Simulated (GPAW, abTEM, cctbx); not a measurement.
# Ca2Sb2Pb: the scripts behind a bonding study

Short scripts, each with its output. The cell comes from substitution in a known structure type and wasn't matched to any measured phase.

## Step 1: Relax the structure

```text
cell
1.0
     0.000000000   -4.465000000    0.000000000
     4.465000000    0.000000000    0.000000000
    -2.232500000    2.232500000    7.357000000
Pb Sb Ca
1 2 2
Direct
0.000000000 0.000000000 0.000000000
0.360700000 0.360700000 0.721400000
0.639300000 0.639300000 0.278600000
0.250000000 0.750000000 0.500000000
0.750000000 0.250000000 0.500000000
```

```python
from ase.constraints import FixSymmetry
from ase.filters import FrechetCellFilter
from ase.io import read, write
from ase.optimize import BFGS
from ase.parallel import parprint
from gpaw import GPAW, PW, FermiDirac

atoms = read("start.vasp")
atoms.set_constraint(FixSymmetry(atoms))
atoms.calc = GPAW(mode=PW(570), xc="PBE", kpts={"size": (5, 5, 5), "gamma": True},
                 occupations=FermiDirac(0.1), maxiter=120, symmetry={"tolerance": 1e-5}, txt="relax.txt")
BFGS(FrechetCellFilter(atoms), maxstep=0.15).run(fmax=0.03, steps=40)
parprint("cell  %.4f %.4f %.4f  %.2f %.2f %.2f" % tuple(atoms.cell.cellpar()))
parprint("volume %.3f A^3, largest force %.3f eV/A, largest stress %.2f GPa" % (atoms.get_volume(), abs(atoms.get_forces()).max(), 160.218 * abs(atoms.get_stress()).max()))
atoms.set_constraint()
write("relaxed.vasp", atoms, direct=True)
```

```console
$ OMP_NUM_THREADS=1 mpirun -n 4 gpaw python run.py > gpaw.log
```

```text
gpts.py:43: UserWarning: Initial realspace grid (25,25,45) inconsistent with symmetries.
gpts.py:43: UserWarning: Initial realspace grid (25,25,45) inconsistent with symmetries.
gpts.py:43: UserWarning: Initial realspace grid (25,25,45) inconsistent with symmetries.
gpts.py:43: UserWarning: Initial realspace grid (25,25,45) inconsistent with symmetries.
gpts.py:70: UserWarning: Using symmetrized grid: (45,45,45).
gpts.py:70: UserWarning: Using symmetrized grid: (45,45,45).
gpts.py:70: UserWarning: Using symmetrized grid: (45,45,45).
gpts.py:70: UserWarning: Using symmetrized grid: (45,45,45).
            Step        Energy          fmax
BFGS:    0      -15.709593        4.120986
BFGS:    1      -16.425353        3.305170
gpts.py:43: UserWarning: Initial realspace grid (27,27,45) inconsistent with symmetries.
gpts.py:43: UserWarning: Initial realspace grid (27,27,45) inconsistent with symmetries.
gpts.py:43: UserWarning: Initial realspace grid (27,27,45) inconsistent with symmetries.
gpts.py:43: UserWarning: Initial realspace grid (27,27,45) inconsistent with symmetries.
BFGS:    2      -17.614748        1.543661
gpts.py:43: UserWarning: Initial realspace grid (27,27,48) inconsistent with symmetries.
gpts.py:43: UserWarning: Initial realspace grid (27,27,48) inconsistent with symmetries.
gpts.py:43: UserWarning: Initial realspace grid (27,27,48) inconsistent with symmetries.
gpts.py:43: UserWarning: Initial realspace grid (27,27,48) inconsistent with symmetries.
gpts.py:70: UserWarning: Using symmetrized grid: (48,48,48).
gpts.py:70: UserWarning: Using symmetrized grid: (48,48,48).
gpts.py:70: UserWarning: Using symmetrized grid: (48,48,48).
gpts.py:70: UserWarning: Using symmetrized grid: (48,48,48).
BFGS:    3      -18.064141        0.566665
BFGS:    4      -18.115698        0.684496
BFGS:    5      -18.133735        0.754909
BFGS:    6      -18.165107        0.795558
BFGS:    7      -18.219918        0.730637
gpts.py:43: UserWarning: Initial realspace grid (28,28,45) inconsistent with symmetries.
gpts.py:43: UserWarning: Initial realspace grid (28,28,45) inconsistent with symmetries.
gpts.py:43: UserWarning: Initial realspace grid (28,28,45) inconsistent with symmetries.
gpts.py:43: UserWarning: Initial realspace grid (28,28,45) inconsistent with symmetries.
BFGS:    8      -18.292351        0.552017
BFGS:    9      -18.363854        0.369780
gpts.py:43: UserWarning: Initial realspace grid (28,28,42) inconsistent with symmetries.
gpts.py:43: UserWarning: Initial realspace grid (28,28,42) inconsistent with symmetries.
gpts.py:43: UserWarning: Initial realspace grid (28,28,42) inconsistent with symmetries.
gpts.py:43: UserWarning: Initial realspace grid (28,28,42) inconsistent with symmetries.
gpts.py:70: UserWarning: Using symmetrized grid: (42,42,42).
gpts.py:70: UserWarning: Using symmetrized grid: (42,42,42).
gpts.py:70: UserWarning: Using symmetrized grid: (42,42,42).
gpts.py:70: UserWarning: Using symmetrized grid: (42,42,42).
BFGS:   10      -18.413036        0.221294
gpts.py:43: UserWarning: Initial realspace grid (30,30,42) inconsistent with symmetries.
gpts.py:43: UserWarning: Initial realspace grid (30,30,42) inconsistent with symmetries.
gpts.py:43: UserWarning: Initial realspace grid (30,30,42) inconsistent with symmetries.
gpts.py:43: UserWarning: Initial realspace grid (30,30,42) inconsistent with symmetries.
BFGS:   11      -18.440933        0.130561
BFGS:   12      -18.467833        0.122498
gpts.py:43: UserWarning: Initial realspace grid (30,30,40) inconsistent with symmetries.
gpts.py:43: UserWarning: Initial realspace grid (30,30,40) inconsistent with symmetries.
gpts.py:43: UserWarning: Initial realspace grid (30,30,40) inconsistent with symmetries.
gpts.py:43: UserWarning: Initial realspace grid (30,30,40) inconsistent with symmetries.
gpts.py:70: UserWarning: Using symmetrized grid: (40,40,40).
gpts.py:70: UserWarning: Using symmetrized grid: (40,40,40).
gpts.py:70: UserWarning: Using symmetrized grid: (40,40,40).
gpts.py:70: UserWarning: Using symmetrized grid: (40,40,40).
BFGS:   13      -18.509227        0.171304
BFGS:   14      -18.549321        0.209833
BFGS:   15      -18.565264        0.408825
BFGS:   16      -18.572734        0.269685
BFGS:   17      -18.582063        0.202093
gpts.py:43: UserWarning: Initial realspace grid (32,32,40) inconsistent with symmetries.
gpts.py:43: UserWarning: Initial realspace grid (32,32,40) inconsistent with symmetries.
gpts.py:43: UserWarning: Initial realspace grid (32,32,40) inconsistent with symmetries.
gpts.py:43: UserWarning: Initial realspace grid (32,32,40) inconsistent with symmetries.
BFGS:   18      -18.587301        0.184136
BFGS:   19      -18.595776        0.105971
BFGS:   20      -18.599135        0.060049
BFGS:   21      -18.600127        0.024631
cell  5.5227 5.5227 6.9181  113.52 113.52 90.00
volume 174.169 A^3, largest force 0.032 eV/A, largest stress 0.03 GPa
```

Time: 8.2 min on 4 cores of AMD EPYC 9R14 (Zen 4) (shared host), peak memory 1.8 GiB.

## Step 2: Build the all-electron density and subtract free atoms

```text
cell
1.0
     5.522657730    0.000000000    0.000000000
     0.000000000    5.522657730    0.000000000
    -2.761328865   -2.761328865    5.710517655
Pb Sb Ca
1 2 2
Direct
0.000000000 0.000000000 0.000000000
0.376994500 0.376994500 0.753989000
0.623005500 0.623005500 0.246011000
0.750000000 0.250000000 0.500000000
0.250000000 0.750000000 0.500000000
```

```python
import numpy as np
from ase.io import read
from ase.units import Bohr
from gpaw import GPAW, PW, FermiDirac
from gpaw.calculator import GPAW as OldGPAW
from gpaw.mpi import serial_comm, world
from scipy.special import erfc
from scipy.spatial import cKDTree

atoms = read("cell.vasp")
atoms.calc = GPAW(mode=PW(450), xc="PBE", kpts={"size": (5, 5, 5), "gamma": True},
                 occupations=FermiDirac(0.1), maxiter=120, symmetry={"tolerance": 1e-5}, txt="scf.txt")
atoms.get_potential_energy()
rho = atoms.calc.get_all_electron_density(gridrefinement=2)
moments = atoms.get_magnetic_moments() if atoms.calc.get_number_of_spins() == 2 else np.zeros(len(atoms))
total = atoms.get_magnetic_moment() if moments.any() else 0.0
if world.rank == 0:
    free = OldGPAW(mode=PW(450), xc="PBE", txt=None, communicator=serial_comm)
    neutral = atoms.copy()
    neutral.set_initial_magnetic_moments(None)
    free.initialize(neutral)
    free.set_positions(neutral)
    drho = rho - free.get_all_electron_density(gridrefinement=2)
    # GPAW starts from confined atoms: exchange their smooth part for that of the datasets' free atoms
    h = np.stack(np.meshgrid(*[np.fft.fftfreq(n, 1 / n) for n in drho.shape], indexing="ij"), -1)
    gabs = np.linalg.norm(h @ atoms.cell.reciprocal(), axis=-1)
    tails = np.fft.fftn(free.get_pseudo_density(gridrefinement=2))
    g, form, v0 = np.linspace(0, gabs.max(), 1500), {}, 0
    for e in set(atoms.symbols):
        idx = atoms.symbols.search(e)
        d = free.setups[idx[0]].data
        r, w = d.rgd.r_g * Bohr, d.rgd.r_g**2 * d.rgd.dr_g
        j0 = np.sinc(2 * g[:, None] * r)
        smooth = sum(f * p**2 for f, p in zip(d.f_j, d.phit_jg)) + np.sqrt(4 * np.pi) * d.nct_g
        full = sum(f * p**2 for f, p in zip(d.f_j, d.phi_jg)) + np.sqrt(4 * np.pi) * d.nc_g
        phase = sum(np.exp(-2j * np.pi * h @ s) for s in atoms.get_scaled_positions()[idx])
        tails -= np.interp(gabs, g, j0 @ (smooth * w)) * phase * drho.size / atoms.get_volume()
        form[e] = j0 @ (full * w)
        v0 += 2 * np.pi / 3 * 14.3996 * (full * w * r**2).sum() * len(idx)  # V A^3
    tails *= 0.5 * erfc((gabs - 1.8) / 0.25)  # the tails differ at long wavelengths alone
    drho += np.fft.ifftn(tails).real  # crystal minus superposed spherical free atoms
    np.save("drho.npy", drho)
    dv = atoms.get_volume() / drho.size
    print("grid", drho.shape, " electrons %.3f" % (rho.sum() * dv), " moved by bonding %.3f e" % (abs(drho).sum() * dv / 2))
    pts = np.indices(drho.shape).reshape(3, -1).T / drho.shape @ atoms.cell
    shifts = (np.indices((3, 3, 3)).reshape(3, -1).T - 1) @ atoms.cell
    images = (atoms.positions[None] + shifts[:, None]).reshape(-1, 3)
    dist, idx = cKDTree(images).query(pts, k=4)
    out = drho.ravel()[dist[:, 0] > 0.5]
    print("deformation density beyond 0.5 A of the nuclei: max %.3f, min %.3f e/A^3" % (out.max(), out.min()))
    tie = dist < dist[:, :1] + 1e-4
    q = -np.bincount((idx % len(atoms))[tie], (drho.ravel()[:, None] / tie.sum(1, keepdims=True) * tie)[tie], len(atoms)) * dv
    print("atom        x       y       z   Voronoi charge  moment")
    for a, s, c, m in zip(atoms, atoms.get_scaled_positions(), q, moments):
        print("%-2s%-3d %7.4f %7.4f %7.4f %10.3f %10.2f" % (a.symbol, a.index + 1, *s, c, m))
    np.savez("free.npz", g=g, **form)
    print("mean inner potential of superposed free atoms %.3f V" % (v0 / atoms.get_volume()))
    print("total magnetic moment %.3f muB" % total)
```

```console
$ OMP_NUM_THREADS=1 mpirun -n 4 gpaw python run.py > gpaw.log
```

```text
gpts.py:43: UserWarning: Initial realspace grid (28,28,35) inconsistent with symmetries.
gpts.py:43: UserWarning: Initial realspace grid (28,28,35) inconsistent with symmetries.
gpts.py:43: UserWarning: Initial realspace grid (28,28,35) inconsistent with symmetries.
gpts.py:43: UserWarning: Initial realspace grid (28,28,35) inconsistent with symmetries.
gpts.py:70: UserWarning: Using symmetrized grid: (35,35,35).
gpts.py:70: UserWarning: Using symmetrized grid: (35,35,35).
gpts.py:70: UserWarning: Using symmetrized grid: (35,35,35).
gpts.py:70: UserWarning: Using symmetrized grid: (35,35,35).
grid (70, 70, 70)  electrons 224.000  moved by bonding 0.985 e
deformation density beyond 0.5 A of the nuclei: max 0.108, min -0.043 e/A^3
atom        x       y       z   Voronoi charge  moment
Pb1    0.0000  0.0000  0.0000      0.205       0.00
Sb2    0.3770  0.3770  0.7540     -0.215       0.00
Sb3    0.6230  0.6230  0.2460     -0.215       0.00
Ca4    0.7500  0.2500  0.5000      0.112       0.00
Ca5    0.2500  0.7500  0.5000      0.112       0.00
mean inner potential of superposed free atoms 14.770 V
total magnetic moment 0.000 muB
```

Time: 31 s.

## Step 3: Fourier-transform the difference

```python
from cctbx import adptbx, crystal, miller, xray
from cctbx.eltbx import tiny_pse
import numpy as np

cs = crystal.symmetry(unit_cell=(5.5227, 5.5227, 11.421, 90, 90, 90), space_group_symbol='Hall: -I 4 2')  # I4/mmm
atoms = [  # label, site, U (iso, or U11 U22 U33 U12 U13 U23 in A^2), occupancy
    ("Pb1", (0, 0, 0), 0.0000, 1),
    ("Sb1", (0, 0, 0.37699), 0.0000, 1),
    ("Ca1", (0.5, 0, 0.25), 0.0000, 1),
]
xs = xray.structure(crystal_symmetry=cs)
for label, site, u, occ in atoms:
    u = adptbx.u_cif_as_u_star(cs.unit_cell(), u) if isinstance(u, tuple) else u
    xs.add_scatterer(xray.scatterer(label, site=site, u=u, occupancy=occ))
xs.scattering_type_registry(table="wk1995")
drho = np.load("drho.npy")
T = np.array([[1, 0, 0], [0, 1, 0], [1, 1, 2]])  # conventional axes in terms of the primitive ones
dF = np.fft.ifftn(drho) * 348.33870  # electrons a conventional cell, indexed by primitive hkl
ms = miller.build_set(cs, anomalous_flag=False, d_min=0.9).sort("resolution")
iam = ms.structure_factors_from_scatterers(xs, algorithm="direct").f_calc()
p1 = xs.expand_to_p1()
z = np.array([tiny_pse.table(sc.scattering_type).atomic_number() for sc in p1.scatterers()])
x = np.array(p1.sites_frac())
free = np.load("free.npz")
print("static structure factors of the conventional cell: F in electrons, V (Mott-Bethe) in volts")
print("   h  k  l      d  |F| table  |F| free   |F| DFT   change   |V| free  |V| DFT  change %")
for h, d, table in list(zip(ms.indices(), ms.d_spacings().data(), iam.data()))[:16]:
    df = dF[tuple(np.rint(np.linalg.solve(T, h)).astype(int))]
    phase = np.exp(2j * np.pi * x @ h)
    f = sum(np.interp(1 / d, free["g"], free[sc.scattering_type]) * p for sc, p in zip(p1.scatterers(), phase))
    fz = (z * phase).sum()
    c = 14.3996 * d * d / (np.pi * cs.unit_cell().volume())
    v0, v1 = abs(fz - f) * c, abs(fz - f - df) * c
    print("%4d%3d%3d %7.4f %9.3f %9.3f %9.3f %8.3f %9.3f %8.3f %8s" % (h + (d, abs(table), abs(f), abs(f + df), abs(f + df) - abs(f), v0, v1, "%.1f" % (100 * (v1 / v0 - 1)) if v0 > 0.02 else "-")))
```

```console
$ python run.py
```

```text
static structure factors of the conventional cell: F in electrons, V (Mott-Bethe) in volts
   h  k  l      d  |F| table  |F| free   |F| DFT   change   |V| free  |V| DFT  change %
   0  0  2  5.7105    90.726    90.315    89.555   -0.760     0.521    0.195    -62.6
   1  0  1  4.9719    19.929    19.741    19.280   -0.460     0.580    0.430    -25.8
   1  1  0  3.9051   267.150   266.940   267.095    0.155     4.226    4.195     -0.7
   1  1  2  3.2235   213.109   213.074   213.226    0.152     4.926    4.905     -0.4
   1  0  3  3.1344   263.921   263.877   264.235    0.358     5.024    4.977     -0.9
   0  0  4  2.8553    33.463    33.343    32.903   -0.441     0.741    0.789      6.4
   2  0  0  2.7614   369.899   369.902   369.582   -0.320     7.836    7.868      0.4
   2  0  2  2.4860    85.884    85.825    85.587   -0.238     0.266    0.286      7.3
   2  1  1  2.4140    21.837    21.755    22.144    0.388     0.291    0.321     10.2
   1  1  4  2.3049    78.688    78.768    79.035    0.267     2.864    2.846     -0.7
   1  0  5  2.1108   249.576   249.548   249.004   -0.543     3.953    3.985      0.8
   2  1  3  2.0720   237.358   237.328   236.860   -0.468     3.695    3.721      0.7
   2  0  4  1.9849    30.619    30.603    31.264    0.661     0.500    0.466     -6.8
   2  2  0  1.9526   332.374   332.352   332.196   -0.156     5.802    5.809      0.1
   0  0  6  1.9035    67.322    67.281    67.726    0.445     0.068    0.047    -31.1
   2  2  2  1.8476    81.821    81.777    81.938    0.161     0.329    0.322     -2.2
```

Time: 0.25 s on 1 core of AMD EPYC 9R14 (Zen 4) (shared host), peak memory 0.08 GiB.

## Step 4: Rock the beam across one reflection

```python
import abtem
import numpy as np
from ase.build import make_supercell
from ase.io import read

abtem.config.set({"dask.lazy": False, "fft": "fftw", "diagnostics.progress_bar": False})
M = [[0, 1, 0], [1, 1, 2], [1, 0, 0]]  # rows: x, y and beam direction in the primitive cell's axes
unit = make_supercell(read("cell.vasp"), M)
unit.set_cell(list(unit.cell.lengths()) + [90, 90, 90], scale_atoms=True)
unit.positions[:, 2] += 0.6903  # keeps atomic planes off the slice boundaries
unit.wrap()
slab = unit * (1, 1, 164)
print(slab.get_chemical_formula(), "| box %.2f x %.2f x %.2f A" % tuple(slab.cell.lengths()))

# change of the potential by bonding, from the DFT deformation density (Poisson's equation term by term)
drho = np.load("drho.npy")
prim = read("cell.vasp")
h = np.stack(np.meshgrid(*[np.fft.fftfreq(n, 1 / n) for n in drho.shape], indexing="ij"), -1).reshape(-1, 3).astype(int)
g2 = ((h @ prim.cell.reciprocal()) ** 2).sum(1)
keep = (g2 > 0) & (g2 < 2.5**2)
shape = (123, 254, 32)
vg = np.zeros(shape, complex)
hm = h[keep] @ np.array(M).T
move = np.exp(-2j * np.pi * hm[:, 2] * (0.6903 / unit.cell[2, 2] - 0.5 / shape[2]))  # the same shift, sampled at mid-points
vg[tuple(hm.T % np.array(shape)[:, None])] = -14.3996 / np.pi * (np.fft.fftn(drho).ravel() / drho.size)[keep] / g2[keep] * move
dV = np.fft.ifftn(vg).real * vg.size
dV = dV.reshape(123, 254, 4, 8).mean(3) * unit.cell[2, 2] / 4  # V A, projected in each slice
dV = np.tile(dV.transpose(2, 0, 1), (164, 1, 1))


def build(atoms):
    p = abtem.Potential(atoms, gpts=(123, 254), slice_thickness=[slab.cell[2, 2] / 656] * 656,
                        parametrization="lobato", projection="infinite", exit_planes=164).build()
    p.array[:] += BONDING * dV
    return p


def potentials():
    yield build(slab)  # atoms at rest


for label, BONDING in (("IAM", 0.0), ("DFT", 1.0)):
    print("=====", label)
    potential = build(slab)
    print("grid", potential.gpts, "slices", potential.num_slices)
    thickness = potential.exit_thicknesses
    h = np.array(M) @ np.linalg.solve(np.array([[1, 0, 0], [0, 1, 0], [1, 1, 2]]), [0, 0, 2])
    ix, iy = round(h[0]) * 1, round(h[1]) * 1
    gxy = h[:2] / unit.cell.lengths()[:2]
    along = gxy / np.hypot(*gxy)
    across = np.array([-along[1], along[0]])
    bragg = 500 * abtem.PlaneWave(energy=200000).wavelength * np.hypot(*gxy)
    print("Bragg angle %.3f mrad; beam tilted 55 mrad off the zone axis across the row" % bragg)
    print("dark-field intensity of 0 0 2 against tilt along the row, in Bragg angles")
    print("  t (A)" + "".join("%8.2f" % s for s in [0.2, 0.4, 0.6, 0.8, 1.0, 1.2, 1.4, 1.6, 1.8, 2.0, 2.2, 2.4, 2.6]))
    rows = []
    row = [(n * ix, n * iy) for n in range(-8, 9)]
    for s in [0.2, 0.4, 0.6, 0.8, 1.0, 1.2, 1.4, 1.6, 1.8, 2.0, 2.2, 2.4, 2.6]:
        tilt = -s * bragg * along + 55 * across
        dp = abtem.PlaneWave(energy=200000, tilt=tuple(tilt)).multislice(potential).diffraction_patterns(max_angle="valid").array
        rows.append(dp[:, dp.shape[1] // 2 + ix, dp.shape[2] // 2 + iy])
        if s == 1.0:
            cx, cy = dp.shape[1] // 2, dp.shape[2] // 2
            share = sum(dp[:, cx + i, cy + j] for i, j in row if abs(i) < cx and abs(j) < cy) / dp.sum(axis=(1, 2))
            total = dp.sum(axis=(1, 2))
    for t, a in list(zip(thickness, np.array(rows).T))[1:]:
        print("%7.1f" % t + "".join("%8.4f" % v for v in a))
    print("at the Bragg tilt, share in the row:", share[1:].round(3).tolist(), "total:", total[1:].round(3).tolist())
```

```console
$ python run.py
```

```text
Ca656Pb328Sb656 | box 5.52 x 11.42 x 905.72 A
===== IAM
grid (123, 254) slices 656
Bragg angle 2.196 mrad; beam tilted 55 mrad off the zone axis across the row
dark-field intensity of 0 0 2 against tilt along the row, in Bragg angles
  t (A)    0.20    0.40    0.60    0.80    1.00    1.20    1.40    1.60    1.80    2.00    2.20    2.40    2.60
  226.4  0.0164  0.0152  0.0145  0.0141  0.0140  0.0141  0.0145  0.0152  0.0164  0.0179  0.0194  0.0209  0.0219
  452.9  0.0473  0.0569  0.0659  0.0729  0.0789  0.0730  0.0659  0.0569  0.0473  0.0424  0.0339  0.0326  0.0426
  679.3  0.0662  0.0975  0.1424  0.1441  0.1516  0.1441  0.1424  0.0976  0.0663  0.0824  0.0559  0.0251  0.0264
  905.7  0.0698  0.1682  0.1856  0.1936  0.1939  0.1937  0.1856  0.1682  0.0699  0.0900  0.0559  0.0285  0.0002
at the Bragg tilt, share in the row: [0.7649999856948853, 0.6499999761581421, 0.5099999904632568, 0.3580000102519989] total: [0.9929999709129333, 0.9890000224113464, 0.9810000061988831, 0.9710000157356262]
===== DFT
grid (123, 254) slices 656
Bragg angle 2.196 mrad; beam tilted 55 mrad off the zone axis across the row
dark-field intensity of 0 0 2 against tilt along the row, in Bragg angles
  t (A)    0.20    0.40    0.60    0.80    1.00    1.20    1.40    1.60    1.80    2.00    2.20    2.40    2.60
  226.4  0.0080  0.0070  0.0063  0.0059  0.0058  0.0059  0.0063  0.0070  0.0080  0.0092  0.0104  0.0116  0.0123
  452.9  0.0217  0.0266  0.0314  0.0350  0.0386  0.0350  0.0314  0.0266  0.0217  0.0196  0.0154  0.0170  0.0270
  679.3  0.0330  0.0437  0.0742  0.0739  0.0783  0.0739  0.0741  0.0437  0.0330  0.0470  0.0266  0.0091  0.0226
  905.7  0.0308  0.0846  0.1020  0.1055  0.1081  0.1056  0.1019  0.0844  0.0308  0.0660  0.0315  0.0106  0.0033
at the Bragg tilt, share in the row: [0.7639999985694885, 0.6320000290870667, 0.4729999899864197, 0.3050000071525574] total: [0.9929999709129333, 0.9879999756813049, 0.9810000061988831, 0.9700000286102295]
```

Time: 59 s.

[Outputs are excerpts: Python notices, other lines and further rows are left out; steps that failed or that the build refused (PBEsol, TPSS) are not shown.]

[Logs are printed without paths, hosts, clocks, repeated set-up lines and the standing remarks that a program may print on its own settings, such as how far it seeks lower states.]
